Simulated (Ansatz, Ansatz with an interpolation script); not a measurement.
An input for Ansatz 0.2.0 (SnO2 (Cassiterite)):

```yaml
crystal:
  lattice:
    - [4.738, 0.0, 0.0]
    - [0.0, 4.738, 0.0]
    - [0.0, 0.0, 3.1865]
  atoms:
    - { symbol: Sn, position: [0.0, 0.0, 0.0] }
    - { symbol: Sn, position: [0.5, 0.5, 0.5] }
    - { symbol: O, position: [0.3071, 0.3071, 0.0] }
    - { symbol: O, position: [0.1929, 0.8071, 0.5] }
    - { symbol: O, position: [0.6929, 0.6929, 0.0] }
    - { symbol: O, position: [0.8071, 0.1929, 0.5] }
kpoints:
  mp_grid: { grid: [4, 4, 6] }
hamiltonian:
  xc: lda
  pseudopotentials: { kind: paw, azcp: { folder: soft_1 }, xc_functional: pbe }
scf:
  occupations: { method: fixed }
gw:
  n_empty_bands: 328
  ecut_chi: 160.0
  qp_bands: [v12, c2]
  screening: { model: godby_needs }
```

```sh
ansatz run input.yaml --threads 3 --pin off --max-ram 92160MiB --backend cuda --events-out ev --progress --plain --runs-dir out --devices 1 --max-vram 13GiB
```

Question: How long will it take on 1 × NVIDIA H100 80GB HBM3 (shared by 6 runs) with 3 threads of AMD EPYC 7R13 (Zen 3), shared host, and how much memory?

It took 93 s; on shared hardware allow 46 s to 3.1 min. Peak host memory was 2.6 GiB. The sizes that set the cost: 1411 plane waves a state, 24 irreducible k points, 354 bands summed, 315 plane waves in the screening and 7 SCF cycles.

The screening grows as filled bands × empty bands × pairs of k points, times the square of the screening basis for the matrix.

[Paths, hosts, dates, memory and timing lines, banners, echoed tables and standing remarks are left out of the program output.]

[Logs are printed without paths, hosts, clocks, repeated set-up lines and the standing remarks that a program may print on its own settings, such as how far it seeks lower states.]

[Runs of the session that timed out or met a known fault of the program may be left out.]

[Hosts, paths, dates, database ids (printed as entryN), source tags and the programs' standing remarks are cut or masked in the printed files.]
